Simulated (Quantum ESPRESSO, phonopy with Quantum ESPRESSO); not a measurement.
## ZnO (P6_3mc): phonons against volume

Wanted: mode Grüneisen parameters of ZnO and a free-energy fit over volumes.

Calculated with Quantum ESPRESSO 7.5; DFT LDA, scalar-relativistic, plane waves, GBRV ultrasoft pseudopotentials.

**Measured values to reproduce.**

For ZnO, wurtzite (polycrystalline, from oxalate precursor, 298 K), “Local structures of polar wurtzites Zn1-xMgxO studied by Raman and 67Zn/25Mg NMR spectroscopies and by total neutron scattering” (2008, arxiv:0808.0492) gives, by time-of-flight neutron powder diffraction: lattice constant a (a, Rietveld) 3.24945 ± 1e-05 Å; lattice constant c (c, Rietveld) 5.20574 ± 3e-05 Å.

This is a report of a sequence of runs, with most program output left out.

## (1) Set-up

The structure is hexagonal, space group P6_3mc (No. 186). The conventional cell has a = 3.249 Å, b = 3.249 Å, c = 5.206 Å, α = 90.00°, β = 90.00°, γ = 120.00°. Nearest to Zn lie 4 O at 1.97 to 1.98 Å. Nearest to O lie 4 Zn at 1.97 to 1.98 Å. Farther neighbours and most contacts between anions are not listed.

## (2) A first coarse run

A cheap single point shows whether the cell is a metal or an insulator and how far it is from rest; that sets the k-mesh and the occupations of what follows.

probe.in reads:

```
 &control
    calculation='scf',
    prefix='x',
    outdir='./tmp',
    pseudo_dir='./pseudo',
    tprnfor=.true.,
    tstress=.true.,
    verbosity='high',
 /
 &system
    ibrav=0,
    nat=4,
    ntyp=2,
    ecutwfc=45.0,
    ecutrho=270.0,
    occupations='smearing',
    smearing='gaussian',
    degauss=0.01,
 /
 &electrons
    conv_thr=1.0d-07,
    mixing_beta=0.7,
    electron_maxstep=100,
 /
ATOMIC_SPECIES
 Zn     65.3800  Zn.upf
 O      15.9990  O.upf
CELL_PARAMETERS angstrom
     3.249308000    0.000000000    0.000000000
    -1.624654000    2.813983273    0.000000000
     0.000000000    0.000000000    5.205709000
ATOMIC_POSITIONS crystal
 Zn     0.333333333   0.666666667   0.500000000
 Zn     0.666666667   0.333333333   0.000000000
 O      0.666666667   0.333333333   0.379010000
 O      0.333333333   0.666666667   0.879010000
K_POINTS automatic
 6 6 4 0 0 0
```

On the command line:

```bash
> OMP_NUM_THREADS=1 mpirun -n 8 pw.x -nk 8 -in probe.in > probe.out
```

Wall time 3.1 s (8 MPI ranks of Arm Neoverse V2, shared host).

A gap read on the k-mesh alone can miss the band edges.

This step gave:

* volume per atom: 11.90 Å³
* pressure: -6.606 GPa
* gap on the k-mesh: 0.7439 eV

Force by atom:

```csv
atom,x (eV/Å),y (eV/Å),z (eV/Å),size
Zn1,0.0000,0.0000,-0.0553,0.0553
Zn2,0.0000,0.0000,-0.0553,0.0553
O3,0.0000,0.0000,0.0553,0.0553
O4,0.0000,0.0000,0.0553,0.0553
```

The start is under -6.6 GPa at this level and looks like an insulator or semiconductor on this mesh.

## (3) Relaxation

The vibrations must be taken about the equilibrium of this functional, not about the starting cell, so the structure is relaxed.

relax.in reads:

```
 &control
    calculation='vc-relax',
    prefix='x',
    outdir='./tmp',
    pseudo_dir='./pseudo',
    tprnfor=.true.,
    tstress=.true.,
    forc_conv_thr=2.0d-05,
    etot_conv_thr=1.0d-07,
    nstep=40,
 /
 &system
    ibrav=0,
    nat=4,
    ntyp=2,
    ecutwfc=45.0,
    ecutrho=270.0,
    occupations='fixed',
    nbnd=28,
 /
 &electrons
    conv_thr=1.0d-11,
    mixing_beta=0.7,
    electron_maxstep=100,
 /
 &ions
 /
 &cell
    press_conv_thr=0.1,
 /
ATOMIC_SPECIES
 Zn     65.3800  Zn.upf
 O      15.9990  O.upf
CELL_PARAMETERS angstrom
     3.249308000    0.000000000    0.000000000
    -1.624654000    2.813983273    0.000000000
     0.000000000    0.000000000    5.205709000
ATOMIC_POSITIONS crystal
 Zn     0.333333333   0.666666667   0.500000000
 Zn     0.666666667   0.333333333   0.000000000
 O      0.666666667   0.333333333   0.379010000
 O      0.333333333   0.666666667   0.879010000
K_POINTS automatic
 9 9 6 0 0 0
```

On the command line:

```bash
> OMP_NUM_THREADS=1 mpirun -n 8 pw.x -nk 8 -in relax.in > relax.out
```

Elapsed: 46 s, on 8 MPI ranks.

Relaxation path:

```csv
step,energy less that of the first step (eV),largest force (eV/Å),volume (Å³)
1,0.0000,0.0550,47.60
2,-0.0453,0.0214,45.98
3,-0.0487,0.0096,45.37
4,-0.0488,0.0104,45.42
5,-0.0488,0.0116,45.44
6,-0.0489,0.0114,45.45
7,-0.0489,0.0069,45.45
8,-0.0489,0.0026,45.43
9,-0.0489,0.0003,45.43
10,-0.0489,0.0000,45.43
11,-0.0393,0.0000,45.43
```

```csv
"conventional cell, symmetrised",before,after,change
a (Å),3.249,3.189,-1.8 %
b (Å),3.249,3.189,-1.8 %
c (Å),5.206,5.156,-0.9 %
volume (Å³/atom),11.90,11.36,-4.6 %
```

This step gave:

* volume per atom: 11.36 Å³
* pressure: 0.1347 GPa
* gap on the k-mesh: 0.8071 eV

After the last step pw.x solved the final cell once more on a basis chosen for it, which moves the energy without moving the atoms.

## (4) Self-consistent run

A tight ground state at this cell gives the energy of this member; its pressure is the stress at this cutoff, which can carry an offset from the finite basis.

scf.in reads:

```
 &control
    calculation='scf',
    prefix='x',
    outdir='./tmp',
    pseudo_dir='./pseudo',
    tprnfor=.true.,
    tstress=.true.,
 /
 &system
    ibrav=0,
    nat=4,
    ntyp=2,
    ecutwfc=45.0,
    ecutrho=270.0,
    occupations='fixed',
    nbnd=28,
 /
 &electrons
    conv_thr=1.0d-12,
    mixing_beta=0.7,
    electron_maxstep=100,
 /
ATOMIC_SPECIES
 Zn     65.3800  Zn.upf
 O      15.9990  O.upf
CELL_PARAMETERS angstrom
     3.189476992    0.000000000    0.000000000
    -1.594738496    2.762168100    0.000000000
     0.000000000    0.000000000    5.156310289
ATOMIC_POSITIONS crystal
 Zn     0.333333333   0.666666667   0.500296510
 Zn     0.666666667   0.333333333   0.000296510
 O      0.666666667   0.333333333   0.378713490
 O      0.333333333   0.666666667   0.878713490
K_POINTS automatic
 10 10 6 0 0 0
```

On the command line:

```bash
> OMP_NUM_THREADS=1 mpirun -n 8 pw.x -nk 8 -in scf.in > scf.out
```

Run time: 6 s. Hardware: 8 MPI ranks.

Numbers from this step:

| Item | Value |
| --- | --- |
| pressure | 0.1340 GPa |

On a basis chosen for the relaxed cell the pressure is 0.13 GPa, small enough for phonons.

## (5) Zone-centre response

In a polar crystal the Born charges and ε∞ give the long-range dipole term that a finite supercell misses. They are those of this k-mesh and were not tested on a denser one; where the gap is small they converge slowly, and the LO modes with them.

ph.in reads:

```
phonons
 &inputph
    prefix='x',
    outdir='./tmp',
    fildyn='x.dyn',
    tr2_ph=1.0d-18,
    epsil=.true.,
 /
0.000000000 0.000000000 0.000000000
```

scf.in is that of step 4.

On the command line:

```bash
> OMP_NUM_THREADS=1 mpirun -n 8 ph.x -nk 8 -in ph.in > ph.out
```

Wall time 5.3 min (8 MPI ranks); 42 min of CPU time.

ε∞:

```
5.29 0.00 0.00
0.00 5.29 0.00
0.00 0.00 5.23
```

Born charge (rows field, columns displacement), before the sum rule (e), principal values of the symmetric part by kind of site:

```csv
atom,atoms with these values,low,middle,high,mean
Zn1,2,2.09,2.09,2.14,2.11
O3,2,-2.15,-2.10,-2.10,-2.11
```

In full for Zn1:

```
2.09 0.00 0.00
0.00 2.09 0.00
0.00 0.00 2.14
```

The Born charges sum to zero within 0.017 e; the rest is removed before use. Acoustic frequencies in this log differ from zero by the error of the sum rule, which ph.x does not impose.

## (6) A displaced supercell

One atom (for the harmonic constants) or a pair of atoms (for the cubic ones) is moved by a few hundredths of an ångström; the forces on all atoms give a column of force constants. The threshold is tight because the forces are small.

System of this step: ZnO. The cell holds 32 atoms: 16 Zn and 16 O. Its edges and angles: a = 6.379 Å, b = 6.379 Å, c = 10.313 Å, α = 90.0°, β = 90.0°, γ = 120.0°. It derives from ZnO, repeated 2×2×2.

disp-00001.in reads:

```
 &control
    calculation='scf',
    prefix='x',
    outdir='./tmp',
    pseudo_dir='./pseudo',
    tprnfor=.true.,
    disk_io='none',
 /
 &system
    ibrav=0,
    nat=32,
    ntyp=2,
    ecutwfc=45.0,
    ecutrho=270.0,
    occupations='fixed',
    nbnd=210,
 /
 &electrons
    conv_thr=1.0d-11,
    mixing_beta=0.7,
    electron_maxstep=100,
 /
ATOMIC_SPECIES
 Zn     65.3800  Zn.upf
 O      15.9990  O.upf
CELL_PARAMETERS angstrom
     6.378953984    0.000000000    0.000000000
    -3.189476992    5.524336200    0.000000000
     0.000000000    0.000000000   10.312620578
ATOMIC_POSITIONS crystal
 Zn     0.168316008   0.333333333   0.251797596
 Zn     0.666666667   0.333333333   0.250148255
 Zn     0.166666667   0.833333333   0.250148255
 Zn     0.666666667   0.833333333   0.250148255
 Zn     0.166666667   0.333333333   0.750148255
 Zn     0.666666667   0.333333333   0.750148255
 Zn     0.166666667   0.833333333   0.750148255
 Zn     0.666666667   0.833333333   0.750148255
[... 20 atom lines left out ...]
 O      0.166666667   0.333333333   0.939356745
 O      0.666666667   0.333333333   0.939356745
 O      0.166666667   0.833333333   0.939356745
 O      0.666666667   0.833333333   0.939356745
K_POINTS automatic
 4 4 2 0 0 0
```

On the command line:

```bash
> OMP_NUM_THREADS=1 mpirun -n 2 pw.x -nk 2 -in disp-00001.in > disp-00001.out
```

Wall time 26 min (2 MPI ranks).

This step gave:

- gap on the k-mesh: 0.8064 eV

Force (size) by element, in eV/Å:

```csv
element,atoms,mean,spread (r.m.s.),least,largest
Zn,16,0.030,0.054,0.003,0.236
O,16,0.022,0.031,0.004,0.114
```

The atoms with the largest values:

```csv
atom,"x, y, z (Å)",force (eV/Å)
Zn1,"0.01, 1.84, 2.60","-0.118, 0.002, -0.204"
O25,"0.00, 1.84, 4.53","0.003, 0.000, 0.114"
O18,"4.78, 0.92, 1.95","0.069, 0.040, 0.037"
O19,"0.00, 3.68, 1.95","0.000, -0.034, 0.020"
Zn2,"3.19, 1.84, 2.58","0.029, -0.005, -0.017"
Zn13,"1.59, 0.92, 5.16","0.021, -0.012, 0.019"
Zn10,"4.78, 0.92, 0.00","0.010, 0.006, 0.025"
Zn4,"1.59, 4.60, 2.58","-0.002, 0.018, -0.020"
```

At this level the gap is 0.81 eV on the k-mesh of the self-consistent run, which can miss the band edges.

## (7) Forces on a displaced cell

disp-00002.in, as its differences from disp-00001.in of step 6:

```diff
@@ -30,3 +30,3 @@
 ATOMIC_POSITIONS crystal
- Zn     0.168316008   0.333333333   0.251797596
+ Zn     0.165017326   0.333333333   0.248498914
  Zn     0.666666667   0.333333333   0.250148255
```

On the command line:

```bash
> OMP_NUM_THREADS=1 mpirun -n 2 pw.x -nk 2 -in disp-00002.in > disp-00002.out
```

Elapsed: 27 min, on 2 MPI ranks; 54 min of CPU time.

## (8) Phonons, V/V0 1

This step: DFT LDA, scalar-relativistic, plane waves, GBRV ultrasoft pseudopotentials (phonopy with Quantum ESPRESSO 4.10.0 / 7.5).

Run time: 27 min. Hardware: 8 threads.

This step gave:

```
point group                              : 6mm
highest frequency                        : 562.1 cm⁻¹
Debye temperature from the second moment : 690 K
lowest frequency on the path             : -0.4 cm⁻¹
zero-point energy                        : 0.2418 eV/cell
```

Phonopy, LO-TO term from ph.x's tensors. Phonon branches along the path, in cm⁻¹:

```csv
point,branch 1,branch 2,branch 3,branch 4,branch 9,branch 10,branch 11,branch 12
Γ,0,0,0,88,448,448,558,559
halfway,60,76,111,167,472,498,538,560
M,83,122,129,166,496,511,548,558
halfway,119,128,141,176,503,505,538,552
K,133,133,156,199,507,513,513,546
halfway,84,88,139,170,481,505,532,557
Γ,0,0,0,88,448,448,558,559
halfway,38,38,83,83,443,443,556,561
A,67,67,67,67,432,432,562,562
halfway,93,93,115,115,463,463,552,552
L,108,108,112,112,476,476,560,560
halfway,93,93,154,154,496,496,550,550
H,87,87,185,185,523,523,529,529
halfway,105,105,121,121,469,469,550,550
A,67,67,67,67,432,432,562,562
jump to L,108,108,112,112,476,476,560,560
halfway,94,108,125,142,490,496,552,562
M,83,122,129,166,496,511,548,558
jump to H,87,87,185,185,523,523,529,529
halfway,110,110,166,196,511,523,523,538
K,133,133,156,199,507,513,513,546
```

Harmonic. Thermo, by row:

```csv
T (K),F_vib (meV/atom),S (J/mol-atom/K),C_V (J/mol-atom/K)
0,60.45,0,0
50,60.18,1.857,4.035
100,58.09,6.27,8.929
150,53.7,10.64,12.79
200,47.1,14.77,15.9
250,38.45,18.57,18.18
300,27.91,22.04,19.78
350,15.67,25.18,20.91
400,1.87,28.02,21.73
450,-13.34,30.62,22.33
500,-29.83,33,22.78
550,-47.5,35.19,23.13
600,-66.27,37.21,23.4
650,-86.04,39.09,23.61
700,-106.8,40.85,23.79
750,-128.4,42.49,23.93
800,-150.8,44.04,24.05
850,-174,45.5,24.15
900,-197.9,46.89,24.23
950,-222.6,48.2,24.3
1000,-247.9,49.45,24.36
```

The modes has structure finer than the step of the table below, so its rows give means over 25 cm⁻¹, whole bins alone (the curve runs from -10 to 589 cm⁻¹). Peaks (cm⁻¹: height): O 460.9: 0.0594, 555.0: 0.0848; Zn 95.5: 0.0443, 249.9: 0.0469, 460.9: 0.00916, 555.0: 0.00611.

Phonopy on the run's constants, 21x21x11 mesh, Gaussian sigma 4.3 cm⁻¹. Modes against wavenumber; means over each step; values in 1/cm⁻¹/cell:

```csv
wavenumber (cm⁻¹),O,Zn
25,3.2e-4,0.00137
50,0.00120,0.00571
75,0.00351,0.0197
100,0.00629,0.0417
125,0.00464,0.0352
150,0.00291,0.0246
175,0.00186,0.0182
200,8.6e-4,0.00768
225,0.00118,0.0172
250,9.8e-4,0.0388
275,7.7e-5,0.00592
300,0,0
325,0,0
350,0,0
375,1.2e-6,4.0e-7
400,0.00116,2.6e-4
425,0.0123,0.00251
450,0.0412,0.00688
475,0.0474,0.00646
500,0.0329,0.00314
525,0.0164,7.2e-4
550,0.0602,0.00355
575,0.00451,3.2e-4
```

No LO-TO term. The modes at Γ (shares of kinetic energy by element, %):

```csv
mode,frequency (cm⁻¹),symmetry,Zn %,O %
1,0.0,-,80,20
2,0.0,-,80,20
3,0.0,-,80,20
4,88.2,E2,85,15
5,88.2,E2,85,15
6,262.4,B1,98,2
7,396.7,A1,20,80
8,414.8,E1,20,80
9,414.8,E1,20,80
10,448.2,E2,15,85
11,448.2,E2,15,85
12,558.7,B1,2,98
```

Displacements in mode 4 (88.2 cm⁻¹), the largest set to 1:
```
Zn1 -0.47  1.00  0.00
Zn2  0.47 -1.00  0.00
O3  -0.40  0.85  0.00
O4   0.40 -0.85  0.00
```

Displacements in mode 11 (448.2 cm⁻¹), the largest set to 1:
```
Zn1  0.01  0.21  0.00
Zn2 -0.01 -0.21  0.00
O3  -0.04 -1.00  0.00
O4   0.04  1.00  0.00
```

No mode is imaginary beyond numerical noise along the path.

The time given is that of the 4 pw.x runs on displaced cells behind this step.

## (9) Relaxing at fixed volume, V/V0 1.015

The volume is fixed at the new value while shape and atoms relax, so that only the volume differs between members of the series.

This step: DFT LDA, scalar-relativistic, plane waves, GBRV ultrasoft pseudopotentials (Quantum ESPRESSO 7.5).

System of this step: ZnO. It takes space group P6_3mc (No. 186, hexagonal). Conventional cell: a = 3.205 Å, b = 3.205 Å, c = 5.182 Å, α = 90.00°, β = 90.00°, γ = 120.00°. Nearest to Zn lie 4 O at 1.95 to 1.96 Å. Nearest to O lie 4 Zn at 1.95 to 1.96 Å. Farther neighbours and most contacts between anions are not listed.

relax.in reads:

```
 &control
    calculation='vc-relax',
    prefix='x',
    outdir='./tmp',
    pseudo_dir='./pseudo',
    tprnfor=.true.,
    tstress=.true.,
    forc_conv_thr=2.0d-05,
    etot_conv_thr=1.0d-07,
    nstep=40,
 /
 &system
    ibrav=0,
    nat=4,
    ntyp=2,
    ecutwfc=45.0,
    ecutrho=270.0,
    occupations='fixed',
    nbnd=28,
 /
 &electrons
    conv_thr=1.0d-11,
    mixing_beta=0.7,
    electron_maxstep=100,
 /
 &ions
 /
 &cell
    press_conv_thr=0.1,
    cell_dofree='shape',
 /
ATOMIC_SPECIES
 Zn     65.3800  Zn.upf
 O      15.9990  O.upf
CELL_PARAMETERS angstrom
     3.205345298    0.000000000    0.000000000
    -1.602672649    2.775910456    0.000000000
     0.000000000    0.000000000    5.181963996
ATOMIC_POSITIONS crystal
 Zn     0.333333333   0.666666667   0.500296510
 Zn     0.666666667   0.333333333   0.000296510
 O      0.666666667   0.333333333   0.378713490
 O      0.333333333   0.666666667   0.878713490
K_POINTS automatic
 10 10 6 0 0 0
```

On the command line:

```bash
> OMP_NUM_THREADS=1 mpirun -n 8 pw.x -nk 8 -in relax.in > relax.out
```

Elapsed: 13 s, on 8 MPI ranks.

The run stopped before the relaxation met all its tests.

## (10) Relaxing at fixed volume, V/V0 0.985

Edit relax.in of step 9 so:

```diff
@@ -35,5 +35,5 @@
 CELL_PARAMETERS angstrom
-     3.205345298    0.000000000    0.000000000
-    -1.602672649    2.775910456    0.000000000
-     0.000000000    0.000000000    5.181963996
+     3.173449199    0.000000000    0.000000000
+    -1.586724600    2.748287624    0.000000000
+     0.000000000    0.000000000    5.130398745
 ATOMIC_POSITIONS crystal
```

Run time: 17 s. Hardware: 8 MPI ranks; 2.2 min of CPU time.

Little changed from the start: no atom moved by 0.005 Å and no cell edge by 0.1 %.

After the last step pw.x solved the final cell once more on a basis chosen for it, which moves the energy without moving the atoms.

## (11) Self-consistent run, V/V0 0.985

scf.in reads:

```
 &control
    calculation='scf',
    prefix='x',
    outdir='./tmp',
    pseudo_dir='./pseudo',
    tprnfor=.true.,
    tstress=.true.,
 /
 &system
    ibrav=0,
    nat=4,
    ntyp=2,
    ecutwfc=45.0,
    ecutrho=270.0,
    occupations='fixed',
    nbnd=28,
 /
 &electrons
    conv_thr=1.0d-12,
    mixing_beta=0.7,
    electron_maxstep=100,
 /
ATOMIC_SPECIES
 Zn     65.3800  Zn.upf
 O      15.9990  O.upf
CELL_PARAMETERS angstrom
     3.173483199    0.000000000    0.000000000
    -1.586741600    2.748317069    0.000000000
     0.000000000    0.000000000    5.130288813
ATOMIC_POSITIONS crystal
 Zn     0.333333333   0.666666667   0.500303907
 Zn     0.666666667   0.333333333   0.000303907
 O      0.666666667   0.333333333   0.378706093
 O      0.333333333   0.666666667   0.878706093
K_POINTS automatic
 10 10 6 0 0 0
```

On the command line:

```bash
> OMP_NUM_THREADS=1 mpirun -n 8 pw.x -nk 8 -in scf.in > scf.out
```

Run time: 6 s. Hardware: 8 MPI ranks.

At this level the gap is 0.83 eV on the k-mesh of the self-consistent run, which can miss the band edges.

## (12) Zone-centre response

ph.in is that of step 5.

scf.in is that of step 11.

On the command line:

```bash
> OMP_NUM_THREADS=1 mpirun -n 8 ph.x -nk 8 -in ph.in > ph.out
```

Elapsed: 5.3 min, on 8 MPI ranks.

ε∞:

```
5.20 0.00 0.00
0.00 5.20 0.00
0.00 0.00 5.16
```

The Born charges sum to zero within 0.016 e; the rest is removed before use. Acoustic frequencies in this log differ from zero by the error of the sum rule, which ph.x does not impose.

## (13) Forces on a displaced cell

System of this step: ZnO. The cell holds 32 atoms: 16 Zn and 16 O. Cell: a = 6.347 Å, b = 6.347 Å, c = 10.261 Å, α = 90.0°, β = 90.0°, γ = 120.0°. It derives from ZnO, repeated 2×2×2.

disp-00001.in reads:

```
 &control
    calculation='scf',
    prefix='x',
    outdir='./tmp',
    pseudo_dir='./pseudo',
    tprnfor=.true.,
    disk_io='none',
 /
 &system
    ibrav=0,
    nat=32,
    ntyp=2,
    ecutwfc=45.0,
    ecutrho=270.0,
    occupations='fixed',
    nbnd=210,
 /
 &electrons
    conv_thr=1.0d-11,
    mixing_beta=0.7,
    electron_maxstep=100,
 /
ATOMIC_SPECIES
 Zn     65.3800  Zn.upf
 O      15.9990  O.upf
CELL_PARAMETERS angstrom
     6.346966398    0.000000000    0.000000000
    -3.173483200    5.496634138    0.000000000
     0.000000000    0.000000000   10.260577626
ATOMIC_POSITIONS crystal
 Zn     0.168324359   0.333333333   0.251809645
 Zn     0.666666667   0.333333333   0.250151953
 Zn     0.166666667   0.833333333   0.250151953
 Zn     0.666666667   0.833333333   0.250151953
 Zn     0.166666667   0.333333333   0.750151953
 Zn     0.666666667   0.333333333   0.750151953
 Zn     0.166666667   0.833333333   0.750151953
 Zn     0.666666667   0.833333333   0.750151953
[... 20 atom lines left out ...]
 O      0.166666667   0.333333333   0.939353047
 O      0.666666667   0.333333333   0.939353047
 O      0.166666667   0.833333333   0.939353047
 O      0.666666667   0.833333333   0.939353047
K_POINTS automatic
 4 4 2 0 0 0
```

On the command line:

```bash
> OMP_NUM_THREADS=1 mpirun -n 2 pw.x -nk 2 -in disp-00001.in > disp-00001.out
```

The job ended after 25 min (2 MPI ranks; 51 min of CPU time).

## (14) Phonons, V/V0 0.985

This step: DFT LDA, scalar-relativistic, plane waves, GBRV ultrasoft pseudopotentials (phonopy with Quantum ESPRESSO 4.10.0 / 7.5).

It took 26 min on 8 threads; 3.4 h of CPU time.

No mode is imaginary beyond numerical noise along the path. The highest zone-centre mode (no LO–TO term) moved by +2.1 % for a volume change of -1.5 %.

The time given is that of the 4 pw.x runs on displaced cells behind this step.

## (15) Relaxing at fixed volume, V/V0 1.03

Each volume of the series is relaxed in shape and positions, since modes respond to internal strain as well.

This step: DFT LDA, scalar-relativistic, plane waves, GBRV ultrasoft pseudopotentials (Quantum ESPRESSO 7.5).

System of this step: ZnO. It takes space group P6_3mc (No. 186, hexagonal). The conventional cell has a = 3.221 Å, b = 3.221 Å, c = 5.207 Å, α = 90.00°, β = 90.00°, γ = 120.00°. Nearest to Zn lie 4 O at 1.96 to 1.97 Å. Nearest to O lie 4 Zn at 1.96 to 1.97 Å. Farther neighbours and most contacts between anions are not listed.

Edit relax.in of step 10 so:

```diff
@@ -35,5 +35,5 @@
 CELL_PARAMETERS angstrom
-     3.173449199    0.000000000    0.000000000
-    -1.586724600    2.748287624    0.000000000
-     0.000000000    0.000000000    5.130398745
+     3.221058026    0.000000000    0.000000000
+    -1.610529013    2.789518078    0.000000000
+     0.000000000    0.000000000    5.207366187
 ATOMIC_POSITIONS crystal
```

On the command line:

```bash
> OMP_NUM_THREADS=1 mpirun -n 8 pw.x -nk 8 -in relax.in > relax.out
```

It took 13 s on 8 MPI ranks.

The run stopped before the relaxation met all its tests.

(Continued in part 2 of 2.)

[Logs are printed without paths, hosts, clocks, repeated set-up lines and the standing remarks that a program may print on its own settings, such as how far it seeks lower states.]

[Hosts, paths, dates, database ids (printed as entryN), source tags and the programs' standing remarks are cut or masked in the printed files.]

[A step with changed settings may run another functional than the one named; its input shows which.]

[Of the runs on displaced cells, only some may be shown.]
